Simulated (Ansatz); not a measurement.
# Cl on Mg(0001): change of the work function

Aim: the work function of Mg(0001) at several coverages of Cl (fcc site), and the dipole that each adsorbate carries.

Method: plane-wave DFT, PBE, Ansatz PAW, in Ansatz 0.2.0.

## (1) The structure

The cell holds 4 atoms: 4 Mg. Cell: a = 3.210 Å, b = 3.210 Å, c = 25.820 Å, α = 90.0°, β = 90.0°, γ = 60.0°. Vacuum lies along c.

## (2) The clean slab

The bare slab comes first, as the zero from which every change is counted. The two lowest layers are held at bulk places and the upper ones relax. The dipole correction removes the false field that a one-sided slab makes across the periodic vacuum, so each face gets a flat vacuum level of its own.

input.yaml

```yaml
crystal:
  lattice:
    - [3.21, 0.0, 0.0]
    - [1.605, 2.7799415461, 0.0]
    - [0.0, 0.0, 25.81956]
  atoms:
    - { symbol: Mg, position: [0.6666666667, 0.6666666667, 0.3485729424] }
    - { symbol: Mg, position: [0.0, 0.0, 0.4495243141] }
    - { symbol: Mg, position: [0.6666666667, 0.6666666667, 0.5504756859] }
    - { symbol: Mg, position: [0.0, 0.0, 0.6514270576] }
kpoints:
  mp_grid: { grid: [12, 12, 1] }
hamiltonian:
  xc: pbe
scf:
  occupations: { method: fermi_dirac, width: 0.1 }
  convergence: { dr2_threshold: 1.0e-08 }
efield:
  axis: 3
  dipole_correction: true
  ramp_position: 0.97
  ramp_width: 0.06
relax:
  f_tol: 0.02
  max_steps: 60
  constraints: [{ sites: [0, 1] }]
output:
  write_potential: true
  write_density: true
  volumetric_format: npy
```

Run with:

```
> ansatz run input.yaml --threads 4 --pin off --max-ram 16384MiB --backend cpu --events-out ev --progress --plain --runs-dir out
```

What it wrote:

```text
Engine: ansatz 0.2.0, aarch64-unknown-linux-gnu
Pseudopotentials: kind: paw
Pseudopotential: Mg, paw, valence charge 10, recommended cutoff 420 eV (normal), Mg.paw.azcp
Functional definition: PBE
  parameter kappa = 0.804
  parameter beta = 0.066725
  exchange = pbe_x(kappa = kappa, mu = beta*pi^2/3)
  correlation = pbe_c(beta = beta)
Crystal: 4 atoms, lattice volume = 230.404 Å³
Basis set: ecut = 420 eV, 4575 PW (Γ), exchange–correlation on 48×48×360 points (8 copies of the dense FFT grid, shifted against one another)
Bands: 24, of which v1, the nominal top of the filled ones, is band 20 counted from 1 (19 counted from 0)
Symmetry: 6 space group operations
k-points: 19 of 144 (time reversal used)
Non-local potential: Mg, projectors of the file, l = 0: 3, l = 1: 2, l = 2: 1
PAW form: soft (Blöchl's): semilocal exchange-correlation on the pseudo side does not see the compensation charge
PAW one-centre angular grid: Mg, 110 points (default); XC on 64 Gauss nodes
Initial density: superposition of atomic densities (neutral atoms: chi_scale 0, normalization atom), corrected by the library's trained network
Initial wavefunctions: pseudopotential atomic-orbital guess
Functional: x = pbe(κ = 0.804, μ = 0.219515), c = pbe(β = 0.066725)
SCF iter   1: F=—  HF=-7694.613554 eV  |F-HF|=—  |Δ(HF+E_count)|=         —  Δρ=7.47e-4  dr2=5.39e-3  ethr=1.77e-3  p=0.000 e·Å  D=2.46e-14 V/Å  ΔV_dip=-0.00 eV  dr2_dipole=1.19e-8  V_vac-E_F(+/−)=3.79/3.79 eV  ⟨swp⟩=8.1  Hψ=2477  notcnv=0
efield: sawtooth ramp at fractional position 0.9700 (set: `efield.ramp_position`, or a place that a band, a saddle search or an elastic batch's reference lends), width 0.0600; the density the first Hamiltonian is built on has a dipole p = 0.000 e·Å; the dipole correction subtracts the counter field D = 2.46e-14 V/Å, which shifts the + side's vacuum level by -0.00 eV against the − side's; the planar-averaged density in the ramp window peaks in size at 1.5e-5 e/Å³
preconditioner: auto → LDOS  [metal: Δε(μ)=0.163 eV  Ē_g=4.548 eV  σ=0.100 eV  W_gap=0.39  n_scr=16 (ndim 8)  ℏωp=6.9 eV  f_vac=0.528  D(μ)=2.23/eV (n_scr^D=10)  β→1.0]
SCF iter   2: F=—  HF=-7694.613895 eV  |F-HF|=—  |Δ(HF+E_count)|=   3.41e-4  Δρ=2.82e-4  dr2=3.90e-4  ethr=1.35e-5  p=0.000 e·Å  D=1.21e-5 V/Å  ΔV_dip=-0.00 eV  dr2_dipole=1.36e-8  V_vac-E_F(+/−)=3.82/3.82 eV  ⟨swp⟩=2.1  Hψ=706  notcnv=0
SCF iter   3: F=—  HF=-7694.613927 eV  |F-HF|=—  |Δ(HF+E_count)|=   3.18e-5  Δρ=9.30e-5  dr2=4.23e-5  ethr=9.74e-7  p=-0.000 e·Å  D=-5.78e-8 V/Å  ΔV_dip=0.00 eV  dr2_dipole=1.56e-10  V_vac-E_F(+/−)=3.80/3.80 eV  ⟨swp⟩=2.3  Hψ=617  notcnv=0
SCF iter   4: F=—  HF=-7694.613950 eV  |F-HF|=—  |Δ(HF+E_count)|=   2.27e-5  Δρ=2.68e-5  dr2=4.91e-6  ethr=1.06e-7  p=-0.000 e·Å  D=-1.87e-7 V/Å  ΔV_dip=0.00 eV  dr2_dipole=4.57e-11  V_vac-E_F(+/−)=3.79/3.79 eV  ⟨swp⟩=2.0  Hψ=527  notcnv=0
SCF iter   5: F=—  HF=-7694.613928 eV  |F-HF|=—  |Δ(HF+E_count)|=   2.16e-5  Δρ=6.90e-6  dr2=4.91e-7  ethr=1.23e-8  p=-0.000 e·Å  D=-1.87e-7 V/Å  ΔV_dip=0.00 eV  dr2_dipole=4.51e-11  V_vac-E_F(+/−)=3.79/3.79 eV  ⟨swp⟩=2.1  Hψ=509  notcnv=0
SCF iter   6: F=—  HF=-7694.613928 eV  |F-HF|=—  |Δ(HF+E_count)|=   2.89e-7  Δρ=1.60e-6  dr2=2.03e-8  ethr=1.23e-9  p=-0.000 e·Å  D=-9.95e-8 V/Å  ΔV_dip=0.00 eV  dr2_dipole=1.03e-12  V_vac-E_F(+/−)=3.79/3.79 eV  ⟨swp⟩=2.0  Hψ=530  notcnv=0
SCF iter   7: F=-7694.613928 eV  HF=-7694.613928 eV  |F-HF|=7.70e-10  |Δ(HF+E_count)|=   7.81e-9  Δρ=3.80e-7  dr2=3.37e-10  ethr=2.50e-11  p=-0.000 e·Å  D=-9.49e-9 V/Å  ΔV_dip=0.00 eV  dr2_dipole=6.65e-13  V_vac-E_F(+/−)=3.79/3.79 eV  ⟨swp⟩=8.7  Hψ=2636  notcnv=0
SCF 1 converged in 7 iterations: F = -7694.613928 eV  dr2 = 3.37e-10
  greatest PAW one-centre occupation: 1.000 electrons in one spin orbital (limit 2), on the Mg atom at site 2 (counted from 0), in its partial waves of l = 0
relax step   1: F+E_penalty+E_count = -7694.61392834 eV  Δ(F+E_penalty+E_count) = +0.000e0 eV  max|allowed force component| = 4.415e-2 eV/Å  Δτ_max = 0.0000 Å  (7 SCF iters, accepted)
Initial density: handed on by an earlier stage of this run
Initial wavefunctions: those handed on with the density
iter 1 solved again at ethr=7.55e-6 eV; its pass at ethr=3.10e-3 eV (dr2=3.02e-3 eV) is discarded
SCF iter   1: F=—  HF=-7694.614720 eV  |F-HF|=—  |Δ(HF+E_count)|=         —  Δρ=2.19e-4  dr2=9.85e-4  ethr=7.55e-6  p=-0.000 e·Å  D=-2.58e-8 V/Å  ΔV_dip=0.00 eV  dr2_dipole=5.18e-5  V_vac-E_F(+/−)=3.79/3.79 eV  ⟨swp⟩=2.3  Hψ=1585  notcnv=0
efield: sawtooth ramp at fractional position 0.9700 (set: `efield.ramp_position`, or a place that a band, a saddle search or an elastic batch's reference lends), width 0.0600; the density the first Hamiltonian is built on has a dipole p = -0.000 e·Å; the dipole correction subtracts the counter field D = -2.58e-8 V/Å, which shifts the + side's vacuum level by +0.00 eV against the − side's; the planar-averaged density in the ramp window peaks in size at 3.7e-7 e/Å³
preconditioner: auto → LDOS  [metal: Δε(μ)=0.173 eV  Ē_g=4.535 eV  σ=0.100 eV  W_gap=0.41  n_scr=16 (ndim 8)  ℏωp=6.9 eV  f_vac=0.529  D(μ)=2.24/eV (n_scr^D=10)  β→1.0]
SCF iter   2: F=—  HF=-7694.614661 eV  |F-HF|=—  |Δ(HF+E_count)|=   5.90e-5  Δρ=7.35e-5  dr2=3.77e-5  ethr=2.46e-6  p=-0.000 e·Å  D=-6.75e-5 V/Å  ΔV_dip=0.00 eV  dr2_dipole=1.71e-6  V_vac-E_F(+/−)=3.79/3.79 eV  ⟨swp⟩=2.0  Hψ=503  notcnv=0
SCF iter   3: F=—  HF=-7694.614690 eV  |F-HF|=—  |Δ(HF+E_count)|=   2.95e-5  Δρ=2.08e-5  dr2=3.89e-6  ethr=9.43e-8  p=0.000 e·Å  D=9.60e-5 V/Å  ΔV_dip=-0.00 eV  dr2_dipole=1.73e-10  V_vac-E_F(+/−)=3.79/3.79 eV  ⟨swp⟩=2.0  Hψ=776  notcnv=0
SCF iter   4: F=—  HF=-7694.614664 eV  |F-HF|=—  |Δ(HF+E_count)|=   2.60e-5  Δρ=5.71e-6  dr2=4.02e-7  ethr=9.73e-9  p=0.000 e·Å  D=1.11e-4 V/Å  ΔV_dip=-0.00 eV  dr2_dipole=1.70e-8  V_vac-E_F(+/−)=3.79/3.79 eV  ⟨swp⟩=2.0  Hψ=522  notcnv=0
SCF iter   5: F=-7694.614664 eV  HF=-7694.614664 eV  |F-HF|=2.90e-9  |Δ(HF+E_count)|=   3.01e-8  Δρ=1.43e-6  dr2=7.83e-9  ethr=2.50e-11  p=0.000 e·Å  D=1.31e-4 V/Å  ΔV_dip=-0.00 eV  dr2_dipole=1.09e-9  V_vac-E_F(+/−)=3.79/3.79 eV  ⟨swp⟩=7.8  Hψ=2951  notcnv=0
SCF 2 converged in 5 iterations: F = -7694.614664 eV  dr2 = 7.83e-9
  greatest PAW one-centre occupation: 1.000 electrons in one spin orbital (limit 2), on the Mg atom at site 1 (counted from 0), in its partial waves of l = 0
relax step   2: F+E_penalty+E_count = -7694.61466413 eV  Δ(F+E_penalty+E_count) = -7.358e-4 eV  max|allowed force component| = 1.544e-2 eV/Å  Δτ_max = 0.0287 Å  (5 SCF iters, accepted)
NSCF: frozen V_eff on 19 k-points
the band table was solved once a step of the walk had ended and its energy, with any forces and stress, was formed, with the checks that follow a solve (2497 applications of the Hamiltonian). They found nothing against the state; the energy, forces and stress were not computed again (output.eigenvalues in the input reference)
WARN: The output density's exchange-correlation potential varies sharply where the density is thin. Do not read a vacuum level from v_tot or v_xc, or from such a field of the output density. On a cell that repeats whose density bears no net charge and no dipole along the vacuum's axis use v_es (v_loc + v_h of the components); under efield.dipole_correction with no amplitude use v_es + v_field, which holds any externa [...]
SCF converged after 5 iterations
Free energy (F): -7694.614664 eV
Harris-Foulkes:  -7694.614664 eV  (|F-HF|=2.90e-9)
Internal energy: -7694.543245 eV  (E = F + TS)
E sigma→0 (E₀):  -7694.578954 eV
Entropy (-TS):   -0.071420 eV (-17.855 meV/atom)
Fermi energy:    0.029478 eV
Dipole field:    D = 0.000172 V/Å  (p = 0.000219 e·Å, saw-weighted, corrected)
Work function:   Φ+ = 3.7873 eV   Φ− = 3.7918 eV
Levels:          The Fermi level and band energies are counted from a zero that moves with the ramp; work functions are not
--- Per-component energies (eV) ---
  E_band       = -1655.090313
  E_kinetic    = 297.500953
  E_local      = -32041.579238  (includes V_loc(G=0)·N_el)
  E_nonlocal   = 383.077103
  E_hartree    = 14982.417456
  E_xc         = -112.093321
  E_vxc        = -144.525410  (∫ρ·V_xc dr)
  E_paw        = -1170.697246  (= ΣΔE_a)
  E_vpaw       = -114.398191  (= ΣTr[D̂ρ^β])
  E_aug_tail   = -0.000015  (compensation charges beyond the density's cutoff)
  E_efield     = 0.000000  (sawtooth field / dipole correction)
  E_vefield    = -0.000058  (∫n·V_field dr)
  E_ewald      = 9966.831063
  E_smearing   = -0.071420  (= −TS)
  E_closure    = -0.000000  (closes the sum)
  Σ components = -7694.614664   (vs F -7694.614664, Δ=0.00e0)
--- Forces (eV/Å), atoms counted from 1 ---
  atom   1  Mg    -0.00000000     0.00000000    -0.04352536
  atom   2  Mg     0.00000000    -0.00000000     0.03942650
  atom   3  Mg    -0.00000000     0.00000000    -0.01135302
  atom   4  Mg     0.00000000    -0.00000000     0.01543563
  max |Σ_I F_I| component: 1.63e-5 eV/Å
--- Band table (eV; the first three rows and the last of 19) ---
  k-point 0: bands = [... 16 lower, -6.5118, -5.7358, -4.4563, -2.7079, -0.9499, 1.2324, 2.8336, 3.6962]
  k-point 1: bands = [... 16 lower, -6.3761, -5.6010, -4.3227, -2.5750, -0.8237, 1.3598, 2.9633, 3.8279]
  k-point 2: bands = [... 16 lower, -5.9704, -5.1979, -3.9232, -2.1781, -0.4451, 1.7374, 3.3475, 4.2198]
  k-point 18: bands = [... 16 lower, -0.2640, -0.2571, -0.2503, 0.4095, 0.4203, 0.4303, 1.5893, 2.1911]
--- Relaxed structure (2 steps of the walk, 2 accepted, 0 SCFs on fresh bases) ---
  F+E_penalty+E_count = -7694.61466413 eV   max|allowed force component| = 1.544e-2 eV/Å
  atoms:
    - { symbol: Mg, position: [0.666667, 0.666667, 0.348573] }
    - { symbol: Mg, position: [0.0, 0.0, 0.449524] }
    - { symbol: Mg, position: [0.666667, 0.666667, 0.550673] }
    - { symbol: Mg, position: [0, 0, 0.652538] }
```

It took 3.7 s on 4 threads of Arm Neoverse V1, shared host; peak memory 0.47 GiB; 14 s of CPU time.

The column dr2 measures how far the density is from self-consistency, as an energy; F and HF (Harris–Foulkes) agree once it is small.

The steps of the relaxation:

```csv
step,energy less that of the first step (eV),largest force component (eV/Å)
1,0.0000,0.0442
2,-0.0007,0.0154
```

The run keeps the 6 symmetry operations that the program found, so distortions that break them were not tested.

The atoms that moved most (Å):

```
atom     dx     dy     dz  length
 Mg4  0.000  0.000  0.029   0.029
 Mg3  0.000  0.000  0.005   0.005
```

Final coordinates:

```cif
data_structure
_symmetry_space_group_name_H-M 'P 1'
_symmetry_Int_Tables_number 1
_cell_length_a 3.2100
_cell_length_b 3.2100
_cell_length_c 25.8196
_cell_angle_alpha 90.000
_cell_angle_beta 90.000
_cell_angle_gamma 60.000
_cell_volume 230.40
loop_
_atom_site_label
_atom_site_type_symbol
_atom_site_fract_x
_atom_site_fract_y
_atom_site_fract_z
_atom_site_occupancy
Mg1 Mg 0.66667 0.66667 0.34857 1
Mg2 Mg 0.00000 0.00000 0.44952 1
Mg3 Mg 0.66667 0.66667 0.55067 1
Mg4 Mg 0.00000 0.00000 0.65254 1
```

Read from the output:

```
energy at zero smearing   : -7694.5790 eV
work function, upper face : 3.787 eV
dipole along the normal   : 2.19e-4 e·Å
```

Running mean over 2.60652 Å of the planar mean; the ramp of the sawtooth is left out. The electron's electrostatic potential energy less the Fermi level by z:

```
z (Å)  electron's electrostatic potential energy less the Fermi level (eV)
  3.5                                                                 3.79
  4.0                                                                 3.79
  4.5                                                                 3.79
  5.0                                                                 3.78
  5.5                                                                 3.74
  6.0                                                                 3.64
  6.5                                                                 3.35
  7.0                                                                 2.60
  7.5                                                                0.686
  8.0                                                                -2.09
  8.5                                                                -3.58
  9.0                                                                -4.02
  9.5                                                                -4.07
 10.0                                                                -4.04
 10.5                                                                -4.02
 11.0                                                                -4.01
 11.5                                                                -4.00
 12.0                                                                -3.99
 12.5                                                                -3.98
 13.0                                                                -3.98
 13.5                                                                -3.99
 14.0                                                                -4.00
 14.5                                                                -3.99
 15.0                                                                -3.95
 15.5                                                                -3.89
 16.0                                                                -3.97
 16.5                                                                -4.06
 17.0                                                                -3.95
 17.5                                                                -3.30
 18.0                                                                -1.31
 18.5                                                                 1.45
 19.0                                                                 2.90
 19.5                                                                 3.47
 20.0                                                                 3.68
 20.5                                                                 3.75
 21.0                                                                 3.78
 21.5                                                                 3.78
 22.0                                                                 3.79
 22.5                                                                 3.79
```

The relaxation took 2 steps and lowered the energy by 7.4e-4 eV; the largest force on the free atoms ends at 0.015 eV/Å.

The work function of the upper face is 3.79 eV.

[end of part 1 of 4]

[Long decimals in the printed logs are rounded to 6 places.]

[Logs are printed without paths, hosts, clocks, repeated set-up lines and the standing remarks that a program may print on its own settings, such as how far it seeks lower states.]

[Hosts, paths, dates, database ids (printed as entryN), source tags and the programs' standing remarks are cut or masked in the printed files.]

[Maps of the electrostatic potential energy from Ansatz leave out the sawtooth potential of an applied field or a dipole correction, so their vacuum need not be flat; planar profiles and work functions include it.]
